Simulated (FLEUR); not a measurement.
# Collinear magnetic orders of MnF2 with FLEUR, part 3 of 4

Aim: find out whether MnF2 carries moments, and which collinear order costs least.

FLEUR MaX-R8.1; PBE with U = 4 eV on Mn d; all-electron FLAPW, Dirac cores, scalar-relativistic bands.

So far, largest spin moment in the muffin-tin sphere (μB): step 2 (run 1 (ferro ++)) 4.74; step 3 (order 2, typed as antiferro q=(0,0,1/2) +-+-) 4.73.

## (5) Run 4 (antiferro q=(1/2,1/2,1/2) +-+-)

Another pattern of signs weighs the neighbour shells otherwise.

The cell is doubled to 12 atoms to hold this order. The mesh is halved along the doubled vector, so that both cells sample the same points. The k list default-1 (kpts.xml, not shown) is a Γ-centred 4×8×8 mesh.

inp.xml reads:

```
<?xml version="1.0" encoding="UTF-8" standalone="no"?>
<fleurInput fleurInputVersion="0.39">
   <comment>
      MnF2
   </comment>
   <calculationSetup>
      <cutoffs Kmax="4.29" Gmax="12.9" GmaxXC="12.9" numbands="0"/>
      <scfLoop itmax="120" minDistance="0.0001" maxIterBroyd="15" imix="Anderson" alpha="0.05" precondParam="0.0" spinf="2.0" sdNocoIR="T"/>
      <coreElectrons ctail="T" frcor="F" kcrel="0" coretail_lmax="0"/>
      <xcFunctional name="pbe" relativisticCorrections="F"/>
      <magnetism jspins="2"/>
      <soc l_soc="F" theta="0.0" phi="0.0" spav="F"/>
      <expertModes spex="0" secvar="F"/>
      <geometryOptimization l_f="F" forcealpha="1.0" forcemix="BFGS" epsdisp="0.00001" epsforce="0.00001"/>
      <ldaU l_linMix="F" mixParam="0.05" spinf="1.0"/>
   </calculationSetup>
   <cell>
      <bzIntegration valenceElectrons="116.0" mode="hist" fermiSmearingEnergy="0.00183747">
         <kPointListSelection listName="default-1"/>
         <xi:include xmlns:xi="http://www.w3.org/2001/XInclude" href="kpts.xml"> </xi:include>
      </bzIntegration>
      <xi:include xmlns:xi="http://www.w3.org/2001/XInclude" href="sym.xml"> </xi:include>
      <bulkLattice scale="1.0">
         <bravaisMatrix>
            <row-1>   18.4202943721509591     0.0000000000000000     0.0000000000000000</row-1>
            <row-2>    9.2101471860754796     9.2101471860754796     0.0000000000000000</row-2>
            <row-3>    9.2101471860754796     0.0000000000000000     6.2563162807132198</row-3>
         </bravaisMatrix>
      </bulkLattice>
   </cell>
   <atomSpecies>
      <species name="Manganese 4.501" element="Mn" atomicNumber="25">
         <mtSphere radius="2.48" gridPoints="819" logIncrement="0.015"/>
         <atomicCutoffs lmax="10" lnonsphr="8"/>
         <electronConfig flipSpins="F">
            <coreConfig>(1s1/2) (2s1/2) (2p1/2) (2p3/2)</coreConfig>
            <valenceConfig>(3s1/2) (3p1/2) (3p3/2) (4s1/2) (3d3/2) (3d5/2)</valenceConfig>
            <stateOccupation state="(3d3/2)" spinUp="1.7505" spinDown="0.2495"/>
            <stateOccupation state="(3d5/2)" spinUp="3.0" spinDown="0.0"/>
         </electronConfig>
         <energyParameters s="4" p="4" d="3" f="4"/>
         <ldaU l="2" U="4.0" J="0.0" l_amf="F"/>
         <lo type="SCLO" l="0" n="3" eDeriv="0"/>
         <lo type="SCLO" l="1" n="3" eDeriv="0"/>
      </species>
      <species name="Manganese -4.501" element="Mn" atomicNumber="25">
         <mtSphere radius="2.48" gridPoints="819" logIncrement="0.015"/>
         <atomicCutoffs lmax="10" lnonsphr="8"/>
         <electronConfig flipSpins="F">
            <coreConfig>(1s1/2) (2s1/2) (2p1/2) (2p3/2)</coreConfig>
            <valenceConfig>(3s1/2) (3p1/2) (3p3/2) (4s1/2) (3d3/2) (3d5/2)</valenceConfig>
            <stateOccupation state="(3d3/2)" spinUp="0.2495" spinDown="1.7505"/>
            <stateOccupation state="(3d5/2)" spinUp="0.0" spinDown="3.0"/>
         </electronConfig>
         <energyParameters s="4" p="4" d="3" f="4"/>
         <ldaU l="2" U="4.0" J="0.0" l_amf="F"/>
         <lo type="SCLO" l="0" n="3" eDeriv="0"/>
         <lo type="SCLO" l="1" n="3" eDeriv="0"/>
      </species>
      <species name="Fluorine (F)" element="F" atomicNumber="9">
         <mtSphere radius="1.4" gridPoints="463" logIncrement="0.023"/>
         <atomicCutoffs lmax="6" lnonsphr="4"/>
         <electronConfig flipSpins="F">
            <coreConfig>(1s1/2)</coreConfig>
            <valenceConfig>(2s1/2) (2p1/2) (2p3/2)</valenceConfig>
            <stateOccupation state="(2p1/2)" spinUp="0.833333" spinDown="0.833333"/>
            <stateOccupation state="(2p3/2)" spinUp="1.666667" spinDown="1.666667"/>
         </electronConfig>
         <energyParameters s="2" p="2" d="3" f="4"/>
      </species>
   </atomSpecies>
   <atomGroups>
      <atomGroup species="Manganese 4.501">
         <relPos label="                   1">.0000000000 .0000000000 .0000000000</relPos>
         <relPos label="                   3">-1.000/4.000 1.000/2.000 1.000/2.000</relPos>
         <force calculate="T" relaxXYZ="TTT"/>
      </atomGroup>
      <atomGroup species="Manganese -4.501">
         <relPos label="                   2">1.000/2.000 .0000000000 .0000000000</relPos>
         <relPos label="                   4">1.000/4.000 1.000/2.000 1.000/2.000</relPos>
         <force calculate="T" relaxXYZ="TTT"/>
      </atomGroup>
      <atomGroup species="Fluorine (F)">
         <relPos label="                   5">.0000000000 .3053000000 .0000000000</relPos>
         <relPos label="                   7">.4447000000 -.1947000000 1.000/2.000</relPos>
         <relPos label="                   9">.0000000000 -.3053000000 .0000000000</relPos>
         <relPos label="                  11">.0553000000 .1947000000 1.000/2.000</relPos>
         <force calculate="T" relaxXYZ="TTT"/>
      </atomGroup>
      <atomGroup species="Fluorine (F)">
         <relPos label="                   6">1.000/2.000 .3053000000 .0000000000</relPos>
         <relPos label="                   8">-.0553000000 -.1947000000 1.000/2.000</relPos>
         <relPos label="                  10">1.000/2.000 -.3053000000 .0000000000</relPos>
         <relPos label="                  12">-.4447000000 .1947000000 1.000/2.000</relPos>
         <force calculate="T" relaxXYZ="TTT"/>
      </atomGroup>
   </atomGroups>
   <output dos="F" band="F" slice="F">
      <bandDOS minEnergy="-.5*Htr" maxEnergy="0.5*Htr" sigma="0.015" storeEVData="T"/>
      <plotting iplot="0" polar="F">
         <plot TwoD="T" vec1="  1.0  0.0  0.0" vec2="  0.0  1.0  0.0" vec3="  0.0  0.0  1.0" zero="  0.0  0.0  0.0" file="plot"/>
      </plotting>
      <moessbauerParams electricFieldGradient="F" isomerShift="F" coreHyperfine="F" valenceHyperfine="F"/>
   </output>
</fleurInput>
```

crystal.txt reads:

```
MnF2
&input film=F cartesian=F /
9.74760000000  0.00000000000  0.00000000000
4.87380000000  4.87380000000  0.00000000000
4.87380000000  0.00000000000  3.31070000000
1.8897261246
1.0 1.0 1.0

12
25 0.00000000000  0.00000000000  0.00000000000 : 4.501
25 0.50000000000  0.00000000000  0.00000000000 : -4.501
25 0.75000000000  0.50000000000  0.50000000000 : 4.501
25 0.25000000000  0.50000000000  0.50000000000 : -4.501
9 0.00000000000  0.30530000000  0.00000000000
9 0.50000000000  0.30530000000  0.00000000000
9 0.44470000000  0.80530000000  0.50000000000
9 0.94470000000  0.80530000000  0.50000000000
9 0.00000000000  0.69470000000  0.00000000000
9 0.50000000000  0.69470000000  0.00000000000
9 0.05530000000  0.19470000000  0.50000000000
9 0.55530000000  0.19470000000  0.50000000000

&kpt div1=4 div2=8 div3=8 gamma=T /
```

Run with:

```console
$ OMP_NUM_THREADS=1 inpgen -f crystal.txt > inpgen.log  # inp.xml is then edited as shown
$ OMP_NUM_THREADS=1 mpirun -n 4 fleur_MPI > fleur.log
```

The log of the run:

```text
[banner, memory and clock lines left out]
Welcome to FLEUR        (www.flapw.de)
      MaX-Release 8.1          (www.max-centre.eu)

 ========== k-point set info ==========
 Selected k-point list: default-1
 k-point list type: mesh
 0 x 0 x 0
 Number of k points: 64

 [... set-up left out ...]
 no density matrix found ... skipping LDA+U
 Reset of history
 Iteration:     1   Distance:      14.37061192 me/bohr^3
 Iteration:     2   Distance:      13.19614579 me/bohr^3
 Iteration:     3   Distance:      11.72314239 me/bohr^3
 Iteration:     4   Distance:       6.77322818 me/bohr^3
[...]
[... left out ...]
            <freeEnergy value="-5433.8667378538"/>
            <extrapolationTo0K value="-5433.8667378538"/>
         </totalEnergy>
         [... left out ...]
         <ldaUDensityMatrixConvergence>
            <distance spin="1" distance="0.000032"/>
            <distance spin="2" distance="0.000032"/>
         </ldaUDensityMatrixConvergence>
         <densityConvergence units="me/bohr^3">
            <chargeDensity spin="1" distance="0.0011049710"/>
            <chargeDensity spin="2" distance="0.0010902104"/>
            <overallChargeDensity distance="0.0016414812"/>
            <spinDensity distance="0.0014575935"/>
         </densityConvergence>
      </iteration>
```

Wall time 27 min (4 MPI ranks of Arm Neoverse V1, shared host); peak memory 1.1 GiB.

The run was cut off at its time limit.

After 13 cycles the density distance stands at 0.0016 me/bohr³, still falling.

## (6) Run 5 (antiferro +-)

Reversing part of the moments tests the sign of the couplings between them.

The k list default-1 (kpts.xml, not shown) is a Γ-centred 8×8×8 mesh.

Edit inp.xml of step 5 so:

```diff
@@ -17,3 +17,3 @@
    <cell>
-      <bzIntegration valenceElectrons="116.0" mode="hist" fermiSmearingEnergy="0.00183747">
+      <bzIntegration valenceElectrons="58.0" mode="hist" fermiSmearingEnergy="0.00183747">
          <kPointListSelection listName="default-1"/>
@@ -24,5 +24,5 @@
          <bravaisMatrix>
-            <row-1>   18.4202943721509591     0.0000000000000000     0.0000000000000000</row-1>
-            <row-2>    9.2101471860754796     9.2101471860754796     0.0000000000000000</row-2>
-            <row-3>    9.2101471860754796     0.0000000000000000     6.2563162807132198</row-3>
+            <row-1>    9.2101471860754796     0.0000000000000000     0.0000000000000000</row-1>
+            <row-2>    0.0000000000000000     9.2101471860754796     0.0000000000000000</row-2>
+            <row-3>    0.0000000000000000     0.0000000000000000     6.2563162807132198</row-3>
          </bravaisMatrix>
@@ -74,3 +74,2 @@
          <relPos label="                   1">.0000000000 .0000000000 .0000000000</relPos>
-         <relPos label="                   3">-1.000/4.000 1.000/2.000 1.000/2.000</relPos>
          <force calculate="T" relaxXYZ="TTT"/>
@@ -78,4 +77,3 @@
       <atomGroup species="Manganese -4.501">
-         <relPos label="                   2">1.000/2.000 .0000000000 .0000000000</relPos>
-         <relPos label="                   4">1.000/4.000 1.000/2.000 1.000/2.000</relPos>
+         <relPos label="                   2">1.000/2.000 1.000/2.000 1.000/2.000</relPos>
          <force calculate="T" relaxXYZ="TTT"/>
@@ -83,6 +81,4 @@
       <atomGroup species="Fluorine (F)">
-         <relPos label="                   5">.0000000000 .3053000000 .0000000000</relPos>
-         <relPos label="                   7">.4447000000 -.1947000000 1.000/2.000</relPos>
-         <relPos label="                   9">.0000000000 -.3053000000 .0000000000</relPos>
-         <relPos label="                  11">.0553000000 .1947000000 1.000/2.000</relPos>
+         <relPos label="                   3">.3053000000 .3053000000 .0000000000</relPos>
+         <relPos label="                   5">-.3053000000 -.3053000000 .0000000000</relPos>
          <force calculate="T" relaxXYZ="TTT"/>
@@ -90,6 +86,4 @@
       <atomGroup species="Fluorine (F)">
-         <relPos label="                   6">1.000/2.000 .3053000000 .0000000000</relPos>
-         <relPos label="                   8">-.0553000000 -.1947000000 1.000/2.000</relPos>
-         <relPos label="                  10">1.000/2.000 -.3053000000 .0000000000</relPos>
-         <relPos label="                  12">-.4447000000 .1947000000 1.000/2.000</relPos>
+         <relPos label="                   4">.1947000000 -.1947000000 1.000/2.000</relPos>
+         <relPos label="                   6">-.1947000000 .1947000000 1.000/2.000</relPos>
          <force calculate="T" relaxXYZ="TTT"/>
```

crystal.txt reads:

```
MnF2
&input film=F cartesian=F /
4.87380000000  0.00000000000  0.00000000000
0.00000000000  4.87380000000  0.00000000000
0.00000000000  0.00000000000  3.31070000000
1.8897261246
1.0 1.0 1.0

6
25 0.00000000000  0.00000000000  0.00000000000 : 4.501
25 0.50000000000  0.50000000000  0.50000000000 : -4.501
9 0.30530000000  0.30530000000  0.00000000000
9 0.19470000000  0.80530000000  0.50000000000
9 0.69470000000  0.69470000000  0.00000000000
9 0.80530000000  0.19470000000  0.50000000000

&kpt div1=8 div2=8 div3=8 gamma=T /
```

The log of the run:

```text
[banner, memory and clock lines left out]
Welcome to FLEUR        (www.flapw.de)
      MaX-Release 8.1          (www.max-centre.eu)

 ========== k-point set info ==========
 Selected k-point list: default-1
 k-point list type: mesh
 0 x 0 x 0
 Number of k points: 108

 [... set-up left out ...]
 no density matrix found ... skipping LDA+U
 Reset of history
 Iteration:     1   Distance:      14.32251913 me/bohr^3
 Iteration:     2   Distance:      13.18438770 me/bohr^3
 Iteration:     3   Distance:      11.71346128 me/bohr^3
[...]
[... left out ...]
            <freeEnergy value="-2716.9340056144"/>
            <extrapolationTo0K value="-2716.9340056144"/>
         </totalEnergy>
         [... left out ...]
         <ldaUDensityMatrixConvergence>
            <distance spin="1" distance="0.000001"/>
            <distance spin="2" distance="0.000001"/>
         </ldaUDensityMatrixConvergence>
         <densityConvergence units="me/bohr^3">
            <chargeDensity spin="1" distance="0.0000493357"/>
            <chargeDensity spin="2" distance="0.0000446254"/>
            <overallChargeDensity distance="0.0000660404"/>
            <spinDensity distance="0.0000670040"/>
         </densityConvergence>
      </iteration>
```

The job ended after 4.1 min (4 MPI ranks; peak memory 0.45 GiB; 16 min of CPU time).

Numbers from this step:

```yaml
free_energy: -73931.5406 eV
program_s_band_gap_on_this_mesh_in_a_metal_only_a_level_spacing: 3.688 eV
magnetization: 0 μB
final_state: antiferromagnetic
largest_moment: 4.719 μB
```

It lies 19.3 meV a seeded atom under the first start, and its largest moment is 4.72 μB against 4.74 μB.

## (7) Start 6: antiferro q=(1/2,1/2,0) +-+-

Another pattern of signs weighs the neighbour shells otherwise.

This order needs a doubled cell of 12 atoms. The mesh is halved along the doubled vector, so that both cells sample the same points. The k list default-1 (kpts.xml, not shown) is a Γ-centred 4×8×8 mesh.

Edit inp.xml of step 6 so:

```diff
@@ -17,3 +17,3 @@
    <cell>
-      <bzIntegration valenceElectrons="58.0" mode="hist" fermiSmearingEnergy="0.00183747">
+      <bzIntegration valenceElectrons="116.0" mode="hist" fermiSmearingEnergy="0.00183747">
          <kPointListSelection listName="default-1"/>
@@ -24,4 +24,4 @@
          <bravaisMatrix>
-            <row-1>    9.2101471860754796     0.0000000000000000     0.0000000000000000</row-1>
-            <row-2>    0.0000000000000000     9.2101471860754796     0.0000000000000000</row-2>
+            <row-1>   18.4202943721509591     0.0000000000000000     0.0000000000000000</row-1>
+            <row-2>    9.2101471860754796     9.2101471860754796     0.0000000000000000</row-2>
             <row-3>    0.0000000000000000     0.0000000000000000     6.2563162807132198</row-3>
@@ -77,3 +77,11 @@
       <atomGroup species="Manganese -4.501">
-         <relPos label="                   2">1.000/2.000 1.000/2.000 1.000/2.000</relPos>
+         <relPos label="                   2">1.000/2.000 .0000000000 .0000000000</relPos>
+         <force calculate="T" relaxXYZ="TTT"/>
+      </atomGroup>
+      <atomGroup species="Manganese 4.501">
+         <relPos label="                   3">.0000000000 1.000/2.000 1.000/2.000</relPos>
+         <force calculate="T" relaxXYZ="TTT"/>
+      </atomGroup>
+      <atomGroup species="Manganese -4.501">
+         <relPos label="                   4">1.000/2.000 1.000/2.000 1.000/2.000</relPos>
          <force calculate="T" relaxXYZ="TTT"/>
@@ -81,4 +89,4 @@
       <atomGroup species="Fluorine (F)">
-         <relPos label="                   3">.3053000000 .3053000000 .0000000000</relPos>
-         <relPos label="                   5">-.3053000000 -.3053000000 .0000000000</relPos>
+         <relPos label="                   5">.0000000000 .3053000000 .0000000000</relPos>
+         <relPos label="                   9">.0000000000 -.3053000000 .0000000000</relPos>
          <force calculate="T" relaxXYZ="TTT"/>
@@ -86,4 +94,14 @@
       <atomGroup species="Fluorine (F)">
-         <relPos label="                   4">.1947000000 -.1947000000 1.000/2.000</relPos>
-         <relPos label="                   6">-.1947000000 .1947000000 1.000/2.000</relPos>
+         <relPos label="                   6">1.000/2.000 .3053000000 .0000000000</relPos>
+         <relPos label="                  10">1.000/2.000 -.3053000000 .0000000000</relPos>
+         <force calculate="T" relaxXYZ="TTT"/>
+      </atomGroup>
+      <atomGroup species="Fluorine (F)">
+         <relPos label="                   7">-.3053000000 -.1947000000 1.000/2.000</relPos>
+         <relPos label="                  11">.3053000000 .1947000000 1.000/2.000</relPos>
+         <force calculate="T" relaxXYZ="TTT"/>
+      </atomGroup>
+      <atomGroup species="Fluorine (F)">
+         <relPos label="                   8">.1947000000 -.1947000000 1.000/2.000</relPos>
+         <relPos label="                  12">-.1947000000 .1947000000 1.000/2.000</relPos>
          <force calculate="T" relaxXYZ="TTT"/>
```

crystal.txt reads:

```
MnF2
&input film=F cartesian=F /
9.74760000000  0.00000000000  0.00000000000
4.87380000000  4.87380000000  0.00000000000
0.00000000000  0.00000000000  3.31070000000
1.8897261246
1.0 1.0 1.0

12
25 0.00000000000  0.00000000000  0.00000000000 : 4.501
25 0.50000000000  0.00000000000  0.00000000000 : -4.501
25 0.00000000000  0.50000000000  0.50000000000 : 4.501
25 0.50000000000  0.50000000000  0.50000000000 : -4.501
9 0.00000000000  0.30530000000  0.00000000000
9 0.50000000000  0.30530000000  0.00000000000
9 0.69470000000  0.80530000000  0.50000000000
9 0.19470000000  0.80530000000  0.50000000000
9 0.00000000000  0.69470000000  0.00000000000
9 0.50000000000  0.69470000000  0.00000000000
9 0.30530000000  0.19470000000  0.50000000000
9 0.80530000000  0.19470000000  0.50000000000

&kpt div1=4 div2=8 div3=8 gamma=T /
```

The log of the run:

```text
[banner, memory and clock lines left out]
Welcome to FLEUR        (www.flapw.de)
      MaX-Release 8.1          (www.max-centre.eu)

 ========== k-point set info ==========
 Selected k-point list: default-1
 k-point list type: mesh
 0 x 0 x 0
 Number of k points: 92

 [... set-up left out ...]
 no density matrix found ... skipping LDA+U
 Reset of history
 Iteration:     1   Distance:      14.37640468 me/bohr^3
 Iteration:     2   Distance:      13.19290248 me/bohr^3
 Iteration:     3   Distance:      11.72082500 me/bohr^3
 Iteration:     4   Distance:       6.76443401 me/bohr^3
[...]
(+0.00000,+0.00000) (+0.00000,+0.02721) (+0.00000,+0.00000) (+0.04570,+0.00000) (+0.00000,+0.00000)
               (-0.02079,+0.00000) (+0.00000,+0.00000) (+0.00000,-0.02289) (+0.00000,+0.00000) (+0.03682,+0.00000)
            </densityMatrixFor>
            <densityMatrixFor spin="2" atomType="4" uIndex="4" l="2" U="4.00000000" J="0.00000000">
               (+0.97469,+0.00000) (+0.00000,+0.00000) (+0.00000,+0.01579) (+0.00000,+0.00000) (-0.01321,+0.00000)
               (+0.00000,+0.00000) (+0.98172,+0.00000) (+0.00000,+0.00000) (+0.00000,-0.01982) (+0.00000,+0.00000)
[... rest left out ...]
```

Wall time 25 min (4 MPI ranks); peak memory 1.1 GiB.

Read from the output:

| Quantity | Value |
| --- | --- |
| free energy | -147863.0443 eV |
| program's band gap on this mesh (in a metal only a level spacing) | 3.311 eV |
| magnetization | 0 μB |
| final state | antiferromagnetic |
| largest moment | 4.730 μB |

It lies 10.0 meV a seeded atom under the first start, and its largest moment is 4.73 μB against 4.74 μB.

(Part 3 of 4 ends here.)

[Logs and program files are shortened in this print: banners, set-up blocks, solver, clock and traceback lines can be left out without a mark of their own.]

[Logs are printed without paths, hosts, clocks, repeated set-up lines and the standing remarks that a program may print on its own settings, such as how far it seeks lower states.]

[Hosts, paths, dates, database ids (printed as entryN), source tags and the programs' standing remarks are cut or masked in the printed files.]

[Where a cell is said to come from a database of computed structures, the database is the Materials Project.]
